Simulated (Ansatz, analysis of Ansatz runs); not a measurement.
# Reproducing a measured local vibrational mode: bond-centred H+ along c in ZnO, part 2 of 2

How near does this set-up come to the measured local vibrational mode? Subject: bond-centred H+ along c in ZnO. Set-up: PBE, 72-site cell, PBE lattice, 420 eV, k: the single point 1/4 1/4 1/4. The model is a cell of 72 host atoms with 1 H put in. The frequencies come from force constants among the defect atom and its neighbours, with the masses of the isotopes named. A local or semilocal functional is the cheapest first rung.

Ansatz 0.2.0; PBE, 72-site cell, PBE lattice, 420 eV, k: the single point 1/4 1/4 1/4.

So far: The structure; Relaxation, charge +1.

### Step 2. Relaxation, charge +1 (continued)

Level of this step: plane-wave PAW DFT, PBE; relaxation of all atoms of a defect supercell (Ansatz).

Step by step:

| step | energy less that of the first step (eV) | largest force component (eV/Å) |
| --- | --- | --- |
| 1 | 0.0000 | 1.8612 |
| 2 | -0.5867 | 1.2499 |
| 3 | -0.6094 | 7.0952 |
| 4 | -0.9870 | 0.4368 |
| 5 | -1.0003 | 0.0750 |
| 6 | -1.0006 | 0.1246 |
| 7 | -1.0017 | 0.0249 |
| 8 | -1.0047 | 0.0108 |
| 9 | -1.0047 | 0.0116 |
| 10 | -1.0047 | 0.0076 |

Relaxation step 9 was tried and not accepted.

The atoms that moved most (Å, from the sites as typed, ahead of the random displacement, the mean shift of all atoms taken out):

| atom | dx | dy | dz | length |
| --- | --- | --- | --- | --- |
| Zn33 | -0.005 | 0.002 | -0.361 | 0.361 |
| Zn38 | 0.111 | -0.064 | 0.105 | 0.165 |
| Zn46 | 0.004 | 0.120 | 0.104 | 0.159 |
| Zn14 | -0.102 | -0.064 | 0.103 | 0.158 |
| Zn34 | 0.100 | -0.058 | -0.092 | 0.148 |
| Zn10 | -0.094 | -0.059 | -0.096 | 0.147 |
| Zn42 | 0.004 | 0.110 | -0.095 | 0.146 |
| O40 | 0.002 | -0.001 | 0.129 | 0.129 |

Neighbours of H73 at the end:

| atom | distance (Å) |
| --- | --- |
| O36 | 0.974 |
| Zn33 | 2.104 |
| Zn46 | 2.486 |
| Zn14 | 2.488 |
| Zn38 | 2.489 |
| O35 | 2.752 |
| O43 | 2.761 |
| O11 | 2.765 |

Read from the output:

- free energy: -139950.5142 eV

The relaxation ends 14 meV an atom lower than the displaced start, with a largest force component of 0.0076 eV/Å.

### Step 3. Local vibrational modes

A local mode lives on the defect and the atoms next to it, so only the sites listed in the input are displaced, which costs far fewer SCF runs than the whole cell would.

This step: plane-wave PAW DFT, PBE; finite-displacement force constants among the atoms nearest to a defect, the others at rest.

modes/input.yaml reads:

```yaml
crystal:
  lattice:
    - [9.83855992, 0.0, 0.0]
    - [-4.91927996, 8.52044283, 0.0]
    - [0.0, 0.0, 10.58650209]
  atoms:
    - { symbol: Zn, position: [0.110902802, 0.221984472, 0.250234702] }
    - { symbol: Zn, position: [0.221872828, 0.109515777, 0.000890364] }
[... 1 atom line left out ...]
    - { symbol: O, position: [0.112161014, 0.223170227, 0.439820397] }
[... 6 atom lines left out ...]
    - { symbol: O, position: [0.21821149, 0.442728853, 0.18522128] }
    - { symbol: O, position: [0.112259829, 0.555391547, 0.439768858] }
[... 1 atom line left out ...]
    - { symbol: Zn, position: [0.208375545, 0.437237496, 0.509516344] }
[... 18 atom lines left out ...]
    - { symbol: Zn, position: [0.444274172, 0.556042357, 0.17320824] }
[... 1 atom line left out ...]
    - { symbol: O, position: [0.557406746, 0.443064247, 0.185373195] }
    - { symbol: O, position: [0.444881654, 0.555653464, 0.463958515] }
[... 1 atom line left out ...]
    - { symbol: Zn, position: [0.563270819, 0.437216137, 0.509761083] }
[... 4 atom lines left out ...]
    - { symbol: O, position: [0.557594625, 0.782124207, 0.185295523] }
    - { symbol: O, position: [0.445061683, 0.888211078, 0.43978609] }
[... 1 atom line left out ...]
    - { symbol: Zn, position: [0.563228555, 0.792111851, 0.50963581] }
[... 26 atom lines left out ...]
    - { symbol: H, position: [0.445108338, 0.555729509, 0.371940915] }
total_charge: 1
basis:
  ecutwfc: 420
  xc_grid: 2
hamiltonian:
  xc: pbe
kpoints:
  mp_grid: { grid: [1, 1, 1], shift: [0.25, 0.25, 0.25] }
scf:
  occupations: { method: fermi_dirac, width: 0.01 }
  max_iter: 120
output: {}
checkpoint:
  read: "../relax.run"
phonons:
  supercell: [1, 1, 1]
  displaced_sites: [13, 32, 35, 45, 72]
```

Launch:

```bash
> ansatz run input.yaml --threads 2 --pin off --max-ram 4710MiB --backend cpu --events-out ev --progress --plain --runs-dir out
```

Numbers of over 12 decimals in the logs are rounded to 6 here.

The log of the run:

```text
[...]
Crystal: 73 atoms, lattice volume = 887.455 Å³
Basis set: ecut = 420 eV, 17351 PW (Γ), exchange–correlation on 144×144×144 points (8 copies of the dense FFT grid, shifted against one another)
Bands: 397, of which v1, the nominal top of the filled ones, is band 324 counted from 1 (323 counted from 0)
Symmetry: 1 space group operations
k-points: 1
[...]
iter 1 solved again at ethr=5.79e-12 eV; its pass at ethr=3.10e-3 eV (dr2=3.75e-8 eV) is discarded
[...]
SCF iter   6: F=-139950.514205 eV  HF=-139950.514205 eV  |F-HF|=0.00e0  |Δ(HF+E_count)|=  5.82e-11  Δρ=6.25e-8  dr2=2.89e-11  ethr=1.00e-12  ⟨swp⟩=4.0  Hψ=1337  notcnv=0
SCF 1 converged in 6 iterations: F = -139950.514205 eV  dr2 = 2.89e-11
[...]
SCF 2 converged in 11 iterations: F = -139950.514167 eV  dr2 = 3.34e-12
[...]
symmetry images taken by strict's conditions (phonons.symmetry_images: auto; settled by no image being taken that strict refuses)
  force constants formed among 5 of 73 sites (Zn 13, Zn 32, O 35, Zn 45, H 72); the other 68 at rest. The modes move the named sites alone.
  the frequencies, the zero-point energy and the sums are of the block with the acoustic sum rule laid on its rows. Row sums over every site: 5.9e-4 eV/Å² at the most
  transpose residual: 1.8e-4 eV/Å²
  largest component of a force at the reference: 7.6e-3 eV/Å on a named site, 4.3e-3 eV/Å on a site at rest
  frequencies among the named sites at Γ of the cell (cm⁻¹): 119.33 130.79 169.53 203.86 208.86 213.49 218.45 235.97 236.99 323.86 352.39 358.91 611.53 619.37 3606.08
  unstable modes among the named sites: 0
  frequencies as built, with no sum rule (cm⁻¹): 119.32 130.79 169.53 203.86 208.86 213.49 218.45 235.97 236.99 323.88 352.38 358.90 611.51 619.34 3606.10
  zero-point energy: 0.471722 eV/cell   skipped modes (ω ≤ 0): 0
  not written: the harmonic force-constant file, the file of eigenvectors (these modes' are written with the force constants), the density of states and the dispersion, which are of every site
[key lines of the parts left out:]
SCF converged after 6 iterations
Free energy (F): -139950.514205 eV
Fermi energy:    7.698293 eV
```

Wall time 26 min (2 threads of Arm Neoverse V2, shared host); peak memory 2.1 GiB; 52 min of CPU time.

This step gave:

* free energy: -139950.5142 eV

The modes with the largest weight on the probed atoms (the light atom of a pair), for the masses of each isotope. Modes of the displaced atoms (local only where they lie over the host's phonons):

| isotopes | mode (cm⁻¹) | share of the defect atoms |
| --- | --- | --- |
| H | 3606 | 0.943 |
| H | 619.4 | 0.882 |
| H | 611.6 | 0.881 |
| D | 2623 | 0.891 |
| D | 473.5 | 0.615 |
| D | 468.7 | 0.601 |

### Step 4. Results

```json
{
 "distance from the defect atom to its nearest neighbour": "0.974 Å",
 "O-H stretch, 1H": "3606 cm⁻¹",
 "O-D stretch, 2H": "2623 cm⁻¹",
 "time of the whole chain": "33 min on 2 threads"
}
```

In words: O-H stretch, 1H: computed 3606 cm⁻¹, measured 3611.3 cm⁻¹; 5 cm⁻¹ (0 %) below the measurement. O-D stretch, 2H: computed 2623 cm⁻¹, measured 2668 cm⁻¹; 45 cm⁻¹ (2 %) below the measurement. The computed value is harmonic, while the measured line is the anharmonic fundamental, which for X–H stretches usually lies a few per cent lower. Only the named neighbours move, so modes near the host's band are approximate.

[Logs are printed without paths, hosts, clocks, repeated set-up lines and the standing remarks that a program may print on its own settings, such as how far it seeks lower states.]

[Hosts, paths, dates, database ids (printed as entryN), source tags and the programs' standing remarks are cut or masked in the printed files.]

[For some hosts the program warned that the k-mesh of the response run may be too coarse for force constants and the static dielectric constant; such warnings are not shown here.]
